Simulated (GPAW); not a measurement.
Consider CsGeCl3 (R3m).

```xyz
5
Lattice="3.8468 2.2210 3.1783 -3.8468 2.2210 3.1783 0.0000 -4.4419 3.1783" Properties=species:S:1:pos:R:3 pbc="T T T"
Cs    0.0000    0.0000    9.5197
Ge    0.0000    0.0000    4.9156
Cl    1.7385    1.0037    6.1725
Cl   -1.7385    1.0037    6.1725
Cl    0.0000   -2.0074    6.1725
```

Absorber: atom 3, with 1 Ge at 2.37 Å (terminal, site symmetry m). Method: GPAW, LDA, full core hole (charged cell), 10-atom cell with 7.7 Å between holes, 3×3×3 k points, dipole transitions, Gaussian full width 0.9 eV up to 4 eV, rising linearly to 3.5 eV at 25 eV.

Q: Where do the maxima of the Cl K edge fall?

Main maxima up to 24 eV above the zero (height): 0.9 eV (1.32), 3.0 eV (1.57), 6.2 eV (1.08), 11.6 eV (1.02), 14.9 eV (1.48) and 20.6 eV (1.22). A K edge sees empty p states on the absorber. The total-energy difference plus the lowest empty eigenvalue puts the zero at 2825.73 eV. One term is added: -17.80 eV, since the hole is spin-paired here and a spin-polarised one costs that much less in the free atom (computed apart). The photon energy is then 2807.93 eV. The functional and the charged cell's background leave an error in such absolute values: in the free atom LDA prices this hole 9.7 eV below PBE (computed apart), and PBE is itself good to a few eV.

The Cl K spectrum (energy from the lowest empty level; intensity scaled to a mean of 1 over the first 20 eV; polarised curves are means over the symmetry-equivalent atoms):

```tsv
E (eV)	isotropic	ε ⊥ c	ε ∥ c
-2.0	0.00	0.00	0.00
-1.5	0.00	0.00	0.00
-1.0	0.00	0.00	0.00
-0.5	0.02	0.02	0.02
0.0	0.20	0.21	0.16
0.5	0.86	0.94	0.70
1.0	1.31	1.41	1.12
1.5	0.82	0.85	0.77
2.0	0.84	0.83	0.85
2.5	1.36	1.33	1.42
3.0	1.57	1.58	1.56
3.5	1.44	1.46	1.39
4.0	1.12	1.17	1.02
4.5	0.97	1.02	0.87
5.0	0.96	0.99	0.90
5.5	1.00	1.00	0.99
6.0	1.07	1.07	1.08
6.5	1.05	1.07	1.02
7.0	0.82	0.84	0.78
7.5	0.56	0.56	0.55
8.0	0.46	0.45	0.47
8.5	0.46	0.45	0.48
9.0	0.51	0.50	0.52
9.5	0.58	0.58	0.58
10.0	0.69	0.71	0.67
10.5	0.85	0.88	0.79
11.0	0.98	1.01	0.90
11.5	1.02	1.05	0.97
12.0	1.00	1.01	1.00
12.5	0.98	0.96	1.02
13.0	1.01	0.98	1.08
13.5	1.14	1.09	1.23
14.0	1.31	1.25	1.44
14.5	1.45	1.37	1.60
15.0	1.48	1.40	1.62
15.5	1.39	1.34	1.48
16.0	1.23	1.21	1.27
16.5	1.07	1.08	1.07
17.0	0.96	0.97	0.93
17.5	0.91	0.92	0.87
18.0	0.91	0.93	0.87
18.5	0.95	0.97	0.91
19.0	1.03	1.06	0.97
19.5	1.11	1.15	1.05
20.0	1.18	1.22	1.11
20.5	1.22	1.25	1.15
21.0	1.20	1.22	1.14
21.5	1.14	1.16	1.10
22.0	1.06	1.08	1.04
22.5	1.00	1.01	0.99
23.0	0.97	0.97	0.96
23.5	0.97	0.97	0.97
24.0	0.99	0.99	1.00
24.5	1.02	1.01	1.04
25.0	1.06	1.04	1.08
25.5	1.09	1.07	1.13
26.0	1.11	1.09	1.17
26.5	1.14	1.11	1.20
27.0	1.16	1.12	1.24
27.5	1.18	1.14	1.27
28.0	1.19	1.14	1.27
28.5	1.18	1.13	1.26
29.0	1.15	1.11	1.22
29.5	1.10	1.07	1.16
30.0	1.05	1.03	1.10
30.5	1.00	0.98	1.04
31.0	0.96	0.94	1.00
31.5	0.93	0.91	0.97
32.0	0.91	0.89	0.95
```

The mesh is coarse (0.33 Å⁻¹ between points), so small maxima may be mesh ripples. Lifetime broadening is put in by hand, and intensities beyond about 20 eV depend on it and on the partial waves. The structure is a computed Materials Project entry and may be a hypothetical form.

[Banner, clock and machine lines of the logs are left out without a mark of their own.]

[Logs are printed without paths, hosts, clocks, repeated set-up lines and the standing remarks that a program may print on its own settings, such as how far it seeks lower states.]

[Hosts, paths, dates, database ids (printed as entryN), source tags and the programs' standing remarks are cut or masked in the printed files.]

[Lists of maxima count a maximum above −3 eV only where it reaches 4 % of the highest in the window and stands out from its surroundings by 2 % of it (1.5 % where it reaches 55 %); shoulders and weaker maxima are passed over, and of the rest the first, up to two pre-edge ones and the few strongest are named.]
